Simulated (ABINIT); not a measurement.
**MgS (Niningerite): G0W0 with ABINIT, start to end**

Wanted: ground state, empty states, screening and self-energy for MgS (Niningerite).

Program: ABINIT 10.8.3. Level of theory: LDA and many-body steps on it, plane waves. Results are calculated unless marked as measured.

## Step 1: The structure

It takes space group Fm-3m (No. 225, cubic). Conventional cell: a = 5.203 Å, b = 5.203 Å, c = 5.203 Å, α = 90.00°, β = 90.00°, γ = 90.00°. Mg has 6 S at 2.60 Å nearest. Nearest to S lie 6 Mg at 2.60 Å. Farther neighbours and most contacts between anions are not listed.

The cell and positions come from the Crystallography Open Database and are kept as given unless a step says otherwise.

## Step 2: Ground state

This step: ABINIT 10.8.3; DFT, LDA, plane waves, norm-conserving pseudopotentials.

The ground-state density comes first.

Input file run.abi:

```
acell 3*1.0 Angstrom
rprim 
  0.000000000000 2.601650000000 2.601650000000
  2.601650000000 0.000000000000 2.601650000000
  2.601650000000 2.601650000000 0.000000000000
ntypat 2
znucl 12 16
natom 2
typat 1 2
xred 
  0.000000000000 0.000000000000 0.000000000000
  0.500000000000 0.500000000000 0.500000000000
pp_dirpath "pseudos"
pseudos "Mg.upf, S.upf"
ecut 38
ngkpt 6 6 6
nshiftk 1
shiftk 0 0 0
kptopt 1
chksymbreak 0
nband 13
occopt 1
tolvrs 1e-10
nstep 60
prtwf 0
optforces 0
optstress 0
indata_prefix "in"
outdata_prefix "out"
tmpdata_prefix "tmp"
```

On the command line:

```
> OMP_NUM_THREADS=1 mpirun -n 4 abinit run.abi > log
```

Numbers of over 12 decimals in the logs are rounded to 6 here.

Log:

```text
.Version 10.8.3 of ABINIT. v10.8.2 released Aug 2026.

 Symmetries : space group Fm -3 m (#225); Bravais cF (face-center cubic)
================================================================================
 Values of the parameters that define the memory need of the present run
     intxc =       0    ionmov =       0      iscf =       7    lmnmax =       6
     lnmax =       6     mgfft =      40  mpssoang =       3    mqgrid =    3001
     natom =       2  nloc_mem =       1    nspden =       1   nspinor =       1
    nsppol =       1      nsym =      48    n1xccc =    2501    ntypat =       2
    occopt =       1   xclevel =       1
-    mband =          13        mffmem =           1         mkmem =           4
       mpw =        2683          nfft =       64000          nkpt =          16
================================================================================
  Rough estimation (10% accuracy) of disk space for files :
================================================================================

--------------------------------------------------------------------------------
------------- Echo of variables that govern the present computation ------------
--------------------------------------------------------------------------------
 -outvars: echo values of preprocessed input variables --------
            acell      1.8897261259E+00  1.8897261259E+00  1.8897261259E+00 Bohr

      chksymbreak           0
             ecut      3.80000000E+01 Hartree
-          fftalg         312

              ixc       -1012
              kpt      0.00000000E+00  0.00000000E+00  0.00000000E+00
                       1.66666667E-01  0.00000000E+00  0.00000000E+00
                       3.33333333E-01  0.00000000E+00  0.00000000E+00
                       5.00000000E-01  0.00000000E+00  0.00000000E+00
                       1.66666667E-01  1.66666667E-01  0.00000000E+00
                       3.33333333E-01  1.66666667E-01  0.00000000E+00
                       5.00000000E-01  1.66666667E-01  0.00000000E+00
                      -3.33333333E-01  1.66666667E-01  0.00000000E+00
                      -1.66666667E-01  1.66666667E-01  0.00000000E+00
   [... 5 further rows ...]
                      -3.33333333E-01  3.33333333E-01  1.66666667E-01
                      -3.33333333E-01  5.00000000E-01  1.66666667E-01
         kptrlatt        6    0    0      0    6    0      0    0    6
          kptrlen      4.17170881E+01
P           mkmem           4
            natom           2
            nband          13
            ngfft          40      40      40
             nkpt          16
            nstep          60
             nsym          48
           ntypat           2
              occ      2.000000  2.000000  2.000000  2.000000  2.000000  2.000000
                       2.000000  2.000000  0.000000  0.000000  0.000000  0.000000
                       0.000000
        optforces           0
        optstress           0
            prtwf           0
            rprim      0.0000000000E+00  2.6016500000E+00  2.6016500000E+00
[...]
spgroup         225

           tolvrs      1.00000000E-10

             xred      0.0000000000E+00  0.0000000000E+00  0.0000000000E+00
[...]
znucl       12.00000   16.00000

================================================================================

 chkinp: Checking input parameters for consistency.

================================================================================
== DATASET  1 ==================================================================
-   mpi_nproc: 4, omp_nthreads: 1 (-1 if OMP is not activated)

--- !DatasetInfo
iteration_state: {dtset: 1, }
dimensions: {natom: 2, nkpt: 16, mband: 13, nsppol: 1, nspinor: 1, nspden: 1, mpw: 2683, }
cutoff_energies: {ecut:  38.0, pawecutdg:  -1.0, }
electrons: {nelect:   1.60000000E+01, charge:   0.00000000E+00, occopt:   1.00000000E+00, tsmear:   1.00000000E-02, }

 Real(R)+Recip(G) space primitive vectors, cartesian coordinates (Bohr,Bohr^-1):
 R(1)=  0.0000000  4.9164060  4.9164060  G(1)= -0.1017003  0.1017003  0.1017003
 R(2)=  4.9164060  0.0000000  4.9164060  G(2)=  0.1017003 -0.1017003  0.1017003
 R(3)=  4.9164060  4.9164060  0.0000000  G(3)=  0.1017003  0.1017003 -0.1017003
 Unit cell volume ucvol=  2.3766937E+02 bohr^3
 Angles (23,13,12)=  6.00000000E+01  6.00000000E+01  6.00000000E+01 degrees

 getcut: wavevector=  0.0000  0.0000  0.0000  ngfft=  40  40  40
         ecut(hartree)=     38.000   => boxcut(ratio)=   2.07320

--- Pseudopotential description ------------------------------------------------
- Mg Generated using ONCVPSP code by D. R. Hamann
- 12.00000  10.00000  180309                  znucl, zion, pspdat
12 -1012 1 -1 1510                            pspcod,pspxc,lmax,lloc,mmax
     nproj     2     2     0
  pspatm : epsatm=    9.23542517
         --- l  ekb(1:nproj) -->
[...]
pspatm: atomic psp has been read  and splines computed

- S Generated using ONCVPSP code by D. R. Hamann
- 16.00000   6.00000  180309                  znucl, zion, pspdat
12 -1012 2 -1 1132                            pspcod,pspxc,lmax,lloc,mmax
     nproj     2     2     2
  pspatm : epsatm=    8.64647033
         --- l  ekb(1:nproj) -->
[...]
2   -2.858321   -0.603195
 pspatm: atomic psp has been read  and splines computed

   2.86110328E+02                                ecore*ucvol(ha*bohr**3)
--------------------------------------------------------------------------------

_setup2: Arith. and geom. avg. npw (full set) are    2660.634    2660.619

================================================================================

--- !BeginCycle
iteration_state: {dtset: 1, }
solver: {iscf: 7, nstep: 60, nline: 4, wfoptalg: 0, }
tolerances: {tolvrs: 1.00E-10, }

     iter   Etot(hartree)      deltaE(h)  residm     vres2
 ETOT  1  -70.407877803226    -7.041E+01 6.091E-02 1.399E+02
 ETOT  2  -70.447058897312    -3.918E-02 2.280E-03 1.082E+01
 ETOT  3  -70.448624993451    -1.566E-03 8.363E-04 2.021E-01
 ETOT  4  -70.448637506290    -1.251E-05 3.323E-04 1.583E-03
 ETOT  5  -70.448637635684    -1.294E-07 5.913E-05 2.239E-04
 ETOT  6  -70.448637692170    -5.649E-08 2.699E-05 3.456E-06
 ETOT  7  -70.448637692528    -3.584E-10 9.982E-06 4.680E-08
 ETOT  8  -70.448637692542    -1.431E-11 3.440E-06 1.342E-10
 ETOT  9  -70.448637692539     3.297E-12 1.729E-06 2.812E-14

 At SCF step    9       vres2   =  2.81E-14 < tolvrs=  1.00E-10 =>converged.

--- !ResultsGS
iteration_state: {dtset: 1, }
comment   : Summary of ground state results
lattice_vectors:
- [  0.0000000,   4.9164060,   4.9164060, ]
- [  4.9164060,   0.0000000,   4.9164060, ]
- [  4.9164060,   4.9164060,   0.0000000, ]
lattice_lengths: [   6.95285,    6.95285,    6.95285, ]
lattice_angles: [ 60.000,  60.000,  60.000, ] # degrees, (23, 13, 12)
lattice_volume:   2.3766937E+02
convergence: {deltae:  3.297E-12, res2:  2.812E-14, residm:  1.729E-06, diffor:  0.000E+00, }
etotal    :  -7.04486377E+01
entropy   :   0.00000000E+00
fermie    :   1.51554438E-01
cartesian_stress_tensor: null
pressure_GPa: null
xred      :
- [  0.0000E+00,   0.0000E+00,   0.0000E+00, Mg]
- [  5.0000E-01,   5.0000E-01,   5.0000E-01,  S]
cartesian_forces: null
force_length_stats: {min: null, max: null, mean: null, }

 Integrated electronic density in atomic spheres:
 ------------------------------------------------
 Atom  Sphere_radius  Integrated_density
    1        2.00000          8.27459750
    2        2.00000          3.94798772
================================================================================

 ----iterations are completed or convergence reached----

 Mean square residual over all n,k,spin=   12.601E-09; max=  17.291E-07
 reduced coordinates (array xred) for    2 atoms
       0.000000000000      0.000000000000      0.000000000000
       0.500000000000      0.500000000000      0.500000000000
 rms dE/dt=  0.0000E+00; max dE/dt=  0.0000E+00; dE/dt below (all hartree)
    1       0.000000000000      0.000000000000      0.000000000000
    2       0.000000000000      0.000000000000      0.000000000000

 cartesian coordinates (angstrom) at end:
    1      0.000000     0.000000     0.000000
    2      2.601650     2.601650     2.601650
 length scales=  1.889726125908  1.889726125908  1.889726125908 bohr
              =  1.000000000000  1.000000000000  1.000000000000 angstroms
 prteigrs : about to open file out_EIG
 Fermi (or HOMO) energy (hartree) =   0.15155   Average Vxc (hartree)=  -0.37593
 Eigenvalues (hartree) for nkpt=  16  k points:
 kpt#   1, nband= 13, wtk=  0.00463, kpt=  0.0000  0.0000  0.0000 (reduced coord)
  -2.57042   -1.37271   -1.37271   -1.37271   -0.31333    0.15155    0.15155    0.15155
   0.27930    0.43940    0.43940    0.43940    0.52736
 prteigrs : prtvol=0 or 1, do not print more k-points.

--- !EnergyTerms
iteration_state     : {dtset: 1, }
comment             : Components of total free energy in Hartree
kinetic             :  3.77241685450106E+01
hartree             :  2.21226616567496E+01
xc                  : -1.09194401206114E+01
Ewald energy        : -3.83567382364803E+01
psp_core            :  1.20381659547425E+00
local_psp           : -6.55916085367051E+01
non_local_psp       : -1.66314975959769E+01
total_energy        : -7.04486376925392E+01
total_energy_eV     : -1.91700509075486E+03
band_energy         : -1.34841735437844E+01

== END DATASET(S) ==============================================================
================================================================================

 -outvars: echo values of variables after computation  --------
           etotal     -7.0448637693E+01
            nband          13
             nkpt          16
          spgroup         225
 [... the other variables as echoed above ...]

 Calculation completed.
```

The job ended after 5.5 s (4 MPI ranks of Arm Neoverse V2, shared host; peak memory 0.3 GiB; 20 s of CPU time).

This step gave:

```yaml
total_energy: -1917.0051 eV
gap: 2.559 eV
k_of_the_valence_top: 0, 0, 0
k_of_the_conduction_bottom: 0.5, 0.5, 0
least_direct_gap: 3.476 eV
```

The gap is indirect, with the least direct gap 0.92 eV higher.

(Continued in part 2 of 3.)

[Paths, hosts, dates, memory and timing lines, banners, echoed tables and standing remarks are left out of the program output.]

[Logs are printed without paths, hosts, clocks, repeated set-up lines and the standing remarks that a program may print on its own settings, such as how far it seeks lower states.]

[Runs of the session that timed out or met a known fault of the program may be left out.]

[Hosts, paths, dates, database ids (printed as entryN), source tags and the programs' standing remarks are cut or masked in the printed files.]

[G0W0 gaps are taken among the corrected bands and points alone; a level outside them can change the order at an edge.]

[Where Ansatz stands beside ABINIT at settings called matched, ABINIT's density can come from a denser mesh and the files from another edition; pairs whose starting gaps differed by over 0.03 eV were left out, so agreement reads better than it is.]
